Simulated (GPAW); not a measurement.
## Quasiparticle gap of AlInSb2 (P-4m2) in GPAW

Aim: the G0W0 gap of AlInSb2 (P-4m2) on LDA, step by step.

Calculated with GPAW 26.7.0; LDA and many-body steps on it, plane waves.

## (1) Set-up

The structure is tetragonal, space group P-4m2 (No. 115). Conventional cell: a = 4.506 Å, b = 4.506 Å, c = 6.349 Å, α = 90.00°, β = 90.00°, γ = 90.00°. Nearest to Al lie 4 Sb at 2.70 Å. Nearest to In lie 4 Sb at 2.82 Å. Sb has 2 Al at 2.70 Å and 2 In at 2.82 Å nearest. Farther neighbours are not listed.

Coordinates:

```cif
data_structure
_symmetry_space_group_name_H-M 'P 1'
_symmetry_Int_Tables_number 1
_cell_length_a 4.5062
_cell_length_b 4.5062
_cell_length_c 6.3488
_cell_angle_alpha 90.000
_cell_angle_beta 90.000
_cell_angle_gamma 90.000
_cell_volume 128.92
loop_
_atom_site_label
_atom_site_type_symbol
_atom_site_fract_x
_atom_site_fract_y
_atom_site_fract_z
_atom_site_occupancy
Al1 Al 0.00000 0.00000 0.00000 1
In2 In 0.50000 0.50000 0.50000 1
Sb3 Sb 0.00000 0.50000 0.23337 1
Sb4 Sb 0.50000 0.00000 0.76663 1
```

The cell and positions are those that the Materials Project relaxed with its own functionals (PBE, PBE+U or r2SCAN), kept fixed. Spin-orbit coupling is left out unless a step names it.

## (2) Ground state

This step: GPAW 26.7.0; DFT, LDA, plane waves, PAW.

The ground-state density comes first.

run.py reads:

```python
import json
import numpy as np
from gpaw.mpi import world
from ase import Atoms
from gpaw import GPAW, PW, FermiDirac

atoms = Atoms(['Al', 'In', 'Sb', 'Sb'],
    cell=[[4.5061655400, 0.0000000000, 0.0000000000],
      [0.0000000000, 4.5061655400, 0.0000000000],
      [0.0000000000, 0.0000000000, 6.3488229900]],
    scaled_positions=[[0.0000000000, 0.0000000000, 0.0000000000],
      [0.5000000000, 0.5000000000, 0.5000000000],
      [0.0000000000, 0.5000000000, 0.2333653700],
      [0.5000000000, 0.0000000000, 0.7666346300]],
    pbc=(True, True, True))
calc = GPAW(mode=PW(450),
    xc='LDA',
    kpts={'size': (6, 6, 4), 'gamma': True},
    occupations=FermiDirac(0.001),
    nbands=-8,
    convergence={'density': 1e-6, 'bands': -3},
    maxiter=100,
    txt='gs.txt')
atoms.calc = calc
res = {'energy': atoms.get_potential_energy()}
kpts = calc.get_ibz_k_points()
res['kpts'] = kpts
res['eigenvalues'] = [calc.get_eigenvalues(kpt=k) for k in range(len(kpts))]
res['n_electrons'] = calc.get_number_of_electrons()
calc.write('gs.gpw')

if world.rank == 0:
    with open('result.json', 'w') as f:
        json.dump(res, f, default=lambda x: x.tolist())
```

On the command line:

```
$ mpirun -n 4 gpaw python run.py
```

Numbers of over 12 decimals in the logs are rounded to 6 here.

The log of the run:

```text
__  _  _
 | _ |_)|_||  |
 |__||  | ||/\| - 26.7.0

Input parameters:
  mode=PW(ecut=450.000000),
  convergence={'density': 1e-06, 'bands': -3},
  kpts=MonkhorstPack(size=(6, 6, 4), gamma=True),
  maxiter=100,
  nbands=-8,
  occupations=Occupations(name='fermi-dirac', width=0.001, fixmagmom=False),
  xc=XC(name='LDA')
  [... matrices ...]
Diagonalizing LCAO Hamiltonian
Converting LCAO to pw mode
    .----------.
   /|          |
  / |          |
 *  |          |
 |  |          |
 |  |  Sb      |
 |  |   In     |
 |  |          |
 | Sb----------.
 | /          /
 |/          /
 Al---------*

Atoms  # Å, Bohr magnetons
|   | symbol |        x |        y |        z |    initial magnetic moments |
| 0 |     Al | 0.000000 | 0.000000 | 0.000000 | ( 0.0000,  0.0000,  0.0000) |
| 1 |     In | 2.253083 | 2.253083 | 3.174411 | ( 0.0000,  0.0000,  0.0000) |
| 2 |     Sb | 0.000000 | 2.253083 | 1.481595 | ( 0.0000,  0.0000,  0.0000) |
| 3 |     Sb | 2.253083 | 0.000000 | 4.867228 | ( 0.0000,  0.0000,  0.0000) |

Unit cell  # Å
| periodic |        x |        y |        z |  lengths |    angles |
|      yes | 4.506166 | 0.000000 | 0.000000 | 4.506166 | 90.000000 |
|      yes | 0.000000 | 4.506166 | 0.000000 | 4.506166 | 90.000000 |
|      yes | 0.000000 | 0.000000 | 6.348823 | 6.348823 | 90.000000 |

Number of symmetries: 8
Symmetry operations  # r_c * U_cc + t_c -> r_c
|   | kind |            matrix            |
| 0 |  E   |  1, 0, 0,  0, 1, 0,  0, 0, 1 |
| 1 |  σ   |  1, 0, 0,  0,-1, 0,  0, 0, 1 |
| 2 |  C2  |  0, 1, 0,  1, 0, 0,  0, 0,-1 |
| 3 |  S4  |  0, 1, 0, -1, 0, 0,  0, 0,-1 |
| 4 |  S4  |  0,-1, 0,  1, 0, 0,  0, 0,-1 |
| 5 |  C2  |  0,-1, 0, -1, 0, 0,  0, 0,-1 |
| 6 |  σ   | -1, 0, 0,  0, 1, 0,  0, 0, 1 |
| 7 |  C2  | -1, 0, 0,  0,-1, 0,  0, 0, 1 |

BZ-sampling:
  Number of BZ points: 144
  Number of IBZ points: 30

  Monkhorst-Pack size: [6, 6, 4]
  Monkhorst-Pack shift: [0.083333, 0.083333, 0.125]

K-points  # in reciprocal-cell coordinates
|     |                                coordinates |     weight |
|   0 | (  0.00000000,   0.00000000,   0.00000000) | 0.00694444 |
|   1 | (  0.00000000,   0.00000000,   0.25000000) | 0.01388889 |
|   2 | (  0.00000000,   0.00000000,   0.50000000) | 0.00694444 |
|   3 | (  0.16666667,   0.00000000,   0.00000000) | 0.02777778 |
|   4 | (  0.16666667,   0.00000000,   0.25000000) | 0.05555556 |
|   5 | (  0.16666667,   0.00000000,   0.50000000) | 0.02777778 |
|   6 | (  0.16666667,   0.16666667,   0.00000000) | 0.02777778 |
|   7 | (  0.16666667,   0.16666667,   0.25000000) | 0.05555556 |
|   8 | (  0.16666667,   0.16666667,   0.50000000) | 0.02777778 |
|   9 | (  0.33333333,   0.00000000,   0.00000000) | 0.02777778 |
| ... |                                            |            |
|  29 | (  0.50000000,   0.50000000,   0.50000000) | 0.00694444 |

Plane wave coefficients: 2812
Cutoff: 450.000000 eV

Spin-components: 1 (collinear spins)
Bands:           31
Projectors:      23
Spin-degeneracy: 2
Datatype:        complex128

  Storage: CPU
  Wave functions: 41_381_280 bytes (10_345_320 per core)
  Projectors: 40_046_400 bytes (10_011_600 per core)
  [... matrices ...]
Parallelization:
  kpt:    4
  domain: 1
  band:   1

Density:
  Valence electrons: 46.0
  Components: 1
  Grid points: [24 24 32]
  Charge: 0.0  # |e|

Potential:
  Grid points: [24 24 32]

species:
  Al:
    name:    Aluminium
    Z:       13.0
    valence: 3
    core:    10
    charge:  0.0  # [|e|]
    compensation charges:
      type: gauss
      rc: 0.34  # [Å]
      lmax: 2
    cutoffs:
      filter: 1.91  # [Å]
      core: 2.36  # [Å]
    projectors
    | kind |    occ | energy [eV] | rcut [Å] |
    |   3s |  2.000 |      -7.830 |    1.085 |
    |   3p |  1.000 |      -2.783 |    1.085 |
    |    s |        |      19.382 |    1.085 |
    |    p |        |      24.428 |    1.085 |
    |    d |        |       0.000 |    1.085 |

    Using partial waves for Al as LCAO basis

  In:
    name:    Indium
    Z:       49.0
    valence: 13
    core:    36
    charge:  0.0  # [|e|]
    compensation charges:
      type: gauss
      rc: 0.36  # [Å]
      lmax: 2
    cutoffs:
      filter: 2.09  # [Å]
      core: 2.48  # [Å]
    projectors
    | kind |    occ | energy [eV] | rcut [Å] |
    |   5s |  2.000 |      -8.474 |    1.185 |
    |   5p |  1.000 |      -2.700 |    1.244 |
    |   4d | 10.000 |     -18.723 |    1.148 |
    |    s |        |      18.738 |    1.185 |
    |    p |        |      24.512 |    1.244 |
    |    d |        |       8.489 |    1.148 |

    Using partial waves for In as LCAO basis

  Sb:
    name:    Antimony
    Z:       51.0
    valence: 15
    core:    36
    charge:  0.0  # [|e|]
    compensation charges:
      type: gauss
      rc: 0.36  # [Å]
      lmax: 2
    cutoffs:
      filter: 2.23  # [Å]
      core: 2.23  # [Å]
    projectors
    | kind |    occ | energy [eV] | rcut [Å] |
    |   5s |  2.000 |     -13.069 |    1.154 |
    |   5p |  3.000 |      -4.994 |    1.233 |
    |   4d | 10.000 |     -33.564 |    1.196 |
    |    s |        |      14.142 |    1.154 |
    |    p |        |      22.217 |    1.233 |
    |    d |        |      -6.353 |    1.196 |

    Using partial waves for Sb as LCAO basis

Reference energy: -518677.584341  # eV

eigensolver:
  PPCG
  Converge bands: -3
  niter=2

density mixing:
  MSR1-Mixer
  Pratt-step length: 0.05
  Maximum mixing coefficient: 0.75
  Old densities: 10
  SVD Regularization: 0.005
  Good broyden scale: 1.0
  Trust region scale: 1.0
  Backstep threshold: 4.0
  History deletion threshold: 6.0
  Fourier metric: weight=20.0, sigma=0.015

occupation numbers:
  Fermi-Dirac:
    width: 0.0010  # eV

poisson solver:
  ecut: 3600.000000  # eV

xc functional:
  name: None

Initialization done in: 1.306 s

convergence criteria:
- Maximum integral of absolute [dens]ity change: 1e-06 electrons / valence electron
- Maximum [total energy] change in last 3 cyles: 0.0005 eV / valence electron
- Maximum integral of absolute [eigenst]ate change: 4e-08 eV^2 / valence electron
maximum number of iterations: 100

SCF iterations
|iter     |     time |      energy | eigst |  dens |
|iter:   1|  |  -18.388161 | +1.06 |       |
|iter:   2|  |  -18.362976 | -0.73 | -1.34 |
|iter:   3|  |  -18.165488 | -1.97 | -1.37 |
|iter:   4|  |  -18.153513 | -1.59 | -1.92 |
|iter:   5|  |  -18.145187c| -2.15 | -2.29 |
|iter:   6|  |  -18.145571c| -4.07 | -2.66 |
|iter:   7|  |  -18.145625c| -5.14 | -3.20 |
|iter:   8|  |  -18.145627c| -6.57 | -4.29 |
|iter:   9|  |  -18.145627c| -7.42c| -4.70 |
|iter:  10|  |  -18.145627c| -7.91c| -5.17 |
|iter:  11|  |  -18.145627c| -8.13c| -5.83 |
|iter:  12|  |  -18.145627c| -8.75c| -6.56c|

Converged in 12 steps
SCF loop duration: 12.722 s (1.060 s/step)
Energy contributions relative to reference atoms: (reference = -518677.584341)
  [... matrices ...]
Energy contributions:
  Kinetic:          11.522801
  Coulomb:         -11.531262
  Zero:              0.664953
  External:          0.000000
  Xc:              -18.802119
  Entropy:          -0.000000
  Spinorbit:         0.000000
  ----------------------------
  Free energy:     -18.145627
  Extrapolated:    -18.145627

dipole moment: (-24.159865, -24.159865, -10.958733)  # |e|*Ang

Fermi level: 4.123
Eigenvalues  # (at kpt = [0.000, 0.000, 0.000])
| band index |      eig [eV] | occ [0-2] |
|          0 |       -24.234 |     2.000 |
|        ... |               |           |
|         15 |        -6.585 |     2.000 |
|         16 |        -4.703 |     2.000 |
|         17 |        -1.604 |     2.000 |
|         18 |         1.818 |     2.000 |
|         19 |         1.818 |     2.000 |
|         20 |         3.888 |     2.000 |
|         21 |         4.060 |     2.000 |
|         22 |         4.060 |     2.000 |
|         23 |         4.325 |     0.000 |
|         24 |         5.338 |     0.000 |
|         25 |         5.430 |     0.000 |
|         26 |         7.071 |     0.000 |
|         27 |         7.071 |     0.000 |
|         28 |         7.102 |     0.000 |
|         29 |         9.913 |     0.000 |
|         30 |        12.071 |     0.000 |

Gap: 0.266 eV
Transition (v -> c):
  (s=0, k=0, n=22, [0.00, 0.00, 0.00]) -> (s=0, k=0, n=23, [0.00, 0.00, 0.00])
No difference between direct/indirect transitions
# Writing to gs.gpw (mode='')
  [... matrices ...]
```

Elapsed: 16 s, on 4 MPI ranks of Arm Neoverse V1, shared host; peak memory 0.77 GiB.

Numbers from this step:

| Property | Result |
| --- | --- |
| total energy | -18.15 eV |
| gap | 0.2655 eV |
| k of the valence top | 0, 0, 0 |
| k of the conduction bottom | 0, 0, 0 |
| least direct gap | 0.2655 eV |

The gap is direct, at Γ.

## (3) Empty states on the mesh, 2×2×2 mesh, 443 bands

The sums over transitions need many empty states on a uniform mesh; this step solves for them.

run.py reads:

```python
import json
import numpy as np
from gpaw.mpi import world
from gpaw import GPAW

calc = GPAW('gs.gpw').fixed_density(kpts={'size': (2, 2, 2), 'gamma': True},
    parallel={'domain': 1, 'band': 1},
    txt='nscf.txt')
calc.diagonalize_full_hamiltonian(nbands=443)
calc.write('full.gpw', mode='all')
res = {}
kpts = calc.get_ibz_k_points()
res['kpts'] = kpts
res['eigenvalues'] = [calc.get_eigenvalues(kpt=k) for k in range(len(kpts))]
res['n_electrons'] = calc.get_number_of_electrons()

if world.rank == 0:
    with open('result.json', 'w') as f:
        json.dump(res, f, default=lambda x: x.tolist())
```

On the command line:

```
$ mpirun -n 4 gpaw python run.py
```

The log of the run:

```text
Diagonalizing LCAO Hamiltonian
Converting LCAO to pw mode
convergence criteria:
- Maximum integral of absolute [eigenst]ate change: 4e-08 eV^2 / valence electron
maximum number of iterations: 100

SCF iterations
|iter     |     time |      energy | eigst |  dens |
|iter:   1|  |             | +1.14 |       |
|iter:   2|  |             | -0.46 |       |
|iter:   3|  |             | -1.73 |       |
[...]
|iter:  12|  |             | -6.36 |       |
|iter:  13|  |             | -7.14 |       |
|iter:  14|  |             | -7.44c|       |
SCF steps: 14
  __  _  _
 | _ |_)|_||  |
 |__||  | ||/\| - 26.7.0

Input parameters:
  mode=PW(ecut=450.000000),
  convergence={'density': 1e-06, 'bands': -3},
  gpts=array([24, 24, 32]),
  kpts=MonkhorstPack(size=(2, 2, 2), gamma=True),
  maxiter=100,
  nbands=31,
  occupations=Occupations(name='fermi-dirac', width=0.001, fixmagmom=False),
  parallel={'domain': 1, 'band': 1},
  xc=XC(name='LDA')
Matrix size: 2781x2781
# Writing to full.gpw (mode='all')
  [... matrices ...]

timing:  # [seconds]
  Total: 43.602  # ━━━━━━━━━━━━━━━━━━━━━━━━━━━━━━━━━━━━━━━━━━━━━━━━━━━━━━━━━━
```

It took 50 s on 4 MPI ranks; peak memory 2.7 GiB.

This step gave:

- gap: 0.2655 eV
- k of the valence top: 0, 0, 0
- k of the conduction bottom: 0, 0, 0
- least direct gap: 0.2655 eV
- k points computed: 6
- lowest point of the top converged band, above the valence top: 118.1911 eV

On this mesh the gap is 0.266 eV.

## (4) Screening and self-energy, 2×2×2 mesh, 201 bands, screening to 78 eV

G0W0 replaces the xc potential by the self-energy, built once from these orbitals. Only a window of levels is corrected, while the sums run over the empty bands that the input names.

This step: G0W0 on LDA, plane waves, PAW.

run.py reads:

```python
import json
import numpy as np
from gpaw.mpi import world
from gpaw.response.g0w0 import G0W0

gw = G0W0('full.gpw',
    filename='gw',
    kpts=[0],
    bands=(21, 25),
    ecut=78,
    nbands=201,
    integrate_gamma='WS',
    ppa=True)
gw.calculate()
res = {mode: {k: v for k, v in r.items() if k != 'sigma_eskwn'}
       for mode, r in gw.all_results.items()}

if world.rank == 0:
    with open('result.json', 'w') as f:
        json.dump(res, f, default=lambda x: x.tolist())
```

On the command line:

```
$ mpirun -n 4 gpaw python run.py
```

The log of the run:

```text
Using integrator: PointIntegrator
FrequencyGridDescriptor(from 0.000+0.000j to 0.000+27.211j eV, 2 points)
Nonperiodic BCs:  [False False False]
Using integrator: PointIntegrator
FrequencyGridDescriptor(from 0.000+0.000j to 0.000+27.211j eV, 2 points)
Nonperiodic BCs:  [False False False]
  ___  _ _ _
 |   || | | |
 | | || | | |
 |__ ||_____|
 |___|

BZ k-points: Symmetries present (total): 8

  [... matrices ...]
8 k-points: 2 x 2 x 2 Monkhorst-Pack grid + [1/4,1/4,1/4]
6 k-points in the irreducible part of the Brillouin zone
       k-points in crystal coordinates                weights
   0:     0.00000000    0.00000000    0.00000000          1/8
   1:     0.00000000    0.00000000    0.50000000          1/8
   2:     0.50000000    0.00000000    0.00000000          2/8
   3:     0.50000000    0.00000000    0.50000000          2/8
   4:     0.50000000    0.50000000    0.00000000          1/8
   5:     0.50000000    0.50000000    0.50000000          1/8

Distributing spins, k-points and bands (1 x 1 x 4) over 4 processes
Number of blocks: 1

Quasi particle states:
k-points (IBZ indices): [0]
Band range: (21, 25)
  [... matrices ...]
Computational parameters:
Plane wave cut-off: 78 eV
Number of bands: 201
Coulomb cutoff: None
Broadening: 0.1 eV

fxc modes: GW
Kernel: RPA
Using Godby-Needs plasmon-pole approximation:
  Fitting energy: i*E0, E0 = 1.000 Hartree
Summing all q:

Calculating screened Coulomb potential
No Coulomb truncation
FrequencyGridDescriptor(from 0.000+0.000j to 0.000+27.211j eV, 2 points)
Removing empty qpoint cache files...

Calculating chi0 body with:
    Ground state adapter containing:
    Number of spins: 1
    Number of kpoints: 8
    Number of irreducible kpoints: 6
    Number of completely occupied states: 23
    Number of partially occupied states: 23
    Occupied states memory: 6.46875 M / cpu

    Linear response parametrization:
    q_c: [0.0, 0.0, 0.0]
    Number of frequency points: 2
    Planewave cutoff: 78.0
    Number of bands: 201
    Number of planewaves: 221
    Broadening (eta): 1e-06
    comm.size: 4
    kncomm.size: 4
    blockcomm.size: 1

    Memory estimate of potentially large arrays:
        chi0_wGG: 1.490509 M / cpu
Integrating chi0 body.

Symmetries of q_c:
    Direct symmetries (Uq -> q): 8
    Indirect symmetries (TUq -> q): 8
In total 16 allowed symmetries.

  [... matrices ...]
6 groups of equivalent kpoints. 25.0% reduction.

Integral kind: response function
Integrating chi0 head and wings.

Symmetries of q_c:
    Direct symmetries (Uq -> q): 8
    Indirect symmetries (TUq -> q): 8
In total 16 allowed symmetries.

  [... matrices ...]
6 groups of equivalent kpoints. 25.0% reduction.

Integral kind: response function wings

Calculating chi0 body with:
    Ground state adapter containing:
    Number of spins: 1
    Number of kpoints: 8
    Number of irreducible kpoints: 6
    Number of completely occupied states: 23
    Number of partially occupied states: 23
    Occupied states memory: 6.46875 M / cpu

    Linear response parametrization:
[... the further q-points ...]

Results:
f:      Occupation numbers
eps:     KS-eigenvalues [eV]
vxc:     KS vxc [eV]
exx:     Exact exchange [eV]
sigma:   Self-energies [eV]
dsigma:  Self-energy derivatives
Z:       Renormalization factors
qp:      QP-energies [eV]

k-point 0 (0): (0.000, 0.000, 0.000)                GW
band       f     eps     vxc     exx   sigma  dsigma       Z      qp
                                                                   GW
  21   1.000   4.060 -13.883 -15.418   1.364  -0.264   0.791   3.925
  22   1.000   4.060 -13.883 -15.418   1.365  -0.264   0.791   3.925
  23   0.000   4.325 -15.120 -10.362  -3.636  -0.258   0.795   5.217
  24   0.000   5.338 -10.706  -6.304  -3.992  -0.254   0.797   5.665
```

Wall time 28 s (4 MPI ranks); peak memory 1.6 GiB.

This step gave:

```yaml
g0w0_gap_on_the_points_computed: 1.292 eV
least_direct_g0w0_gap_on_the_computed_points: 1.292 eV
z_at_the_valence_top: 0.7912
z_at_the_conduction_bottom: 0.7952
starting_gap_on_the_mesh: 0.2655 eV
k_of_the_valence_top: 0, 0, 0
k_of_the_conduction_bottom: 0, 0, 0
```

The gap on the mesh goes from 0.27 eV to 1.29 eV, a correction of +1.03 eV.

Limits: finite bands, cutoff and mesh; model gap, bands may invert with spin-orbit coupling; no spin-orbit coupling; coarse k mesh. v1 is the top filled band, c1 the lowest empty one. The levels before and after the correction (eV, zero at the valence-band top of each column):

|  | conduction bottom | valence top |
| --- | --- | --- |
| Kohn-Sham | 0.27 | 0.00 |
| G0W0 | 1.29 | 0.00 |

|  | level | energy (eV) |
| --- | --- | --- |
| Kohn-Sham | Γ v2-v1 | 0.000 |
| Kohn-Sham | Γ c1 | 0.266 |
| Kohn-Sham | Γ c2 | 1.279 |
| G0W0 | Γ v2-v1 | 0.000 |
| G0W0 | Γ c1 | 1.292 |
| G0W0 | Γ c2 | 1.740 |

## (5) Where the time went

Times are wall times on 4 MPI ranks of Arm Neoverse V1, shared host, good to a factor of about two.

| step | time | share | memory (GiB) |
| --- | --- | --- | --- |
| ground state | 16 s | 17 % | 0.77 |
| empty states on the mesh | 50 s | 53 % | 2.7 |
| screening and self-energy | 28 s | 30 % | 1.6 |

## (6) Summary of results

```yaml
lda_gap: 0.27 eV, direct
g0w0_gap_on_the_mesh: 1.29 eV
gw_settings: 2×2×2 mesh, 201 bands, screening to 78 eV, Godby-Needs plasmon pole
known_limits: not at the basis limit; no spin-orbit coupling; coarse k mesh
```

What this shows: G0W0 moves the gap on the mesh from 0.27 eV to 1.29 eV (+1.03 eV), with Z of 0.79 and 0.80 at the edges. Only 1 of the mesh's irreducible points was corrected, so a valley elsewhere could overtake. The dearest step here is «empty states on the mesh». Bands and cutoff are finite, so the gap is not at the basis limit. The miss can reach some tenths of an eV and take either sign; the mesh is an error of its own. These stock PAW sets were not made for GW. In the G0W0 run levels were corrected at 1 k point alone, so a gap called «on the mesh» is the least over those, and an edge elsewhere would be missed. The 2×2×2 mesh is coarse for this cell, which bears on the long-range parts of exchange and screening. The many-body steps are scalar-relativistic: spin-orbit coupling is not in them.

[Paths, hosts, dates, memory and timing lines, banners, echoed tables and standing remarks are left out of the program output.]

[Logs are printed without paths, hosts, clocks, repeated set-up lines and the standing remarks that a program may print on its own settings, such as how far it seeks lower states.]

[Runs of the session that timed out or met a known fault of the program may be left out.]

[Hosts, paths, dates, database ids (printed as entryN), source tags and the programs' standing remarks are cut or masked in the printed files.]
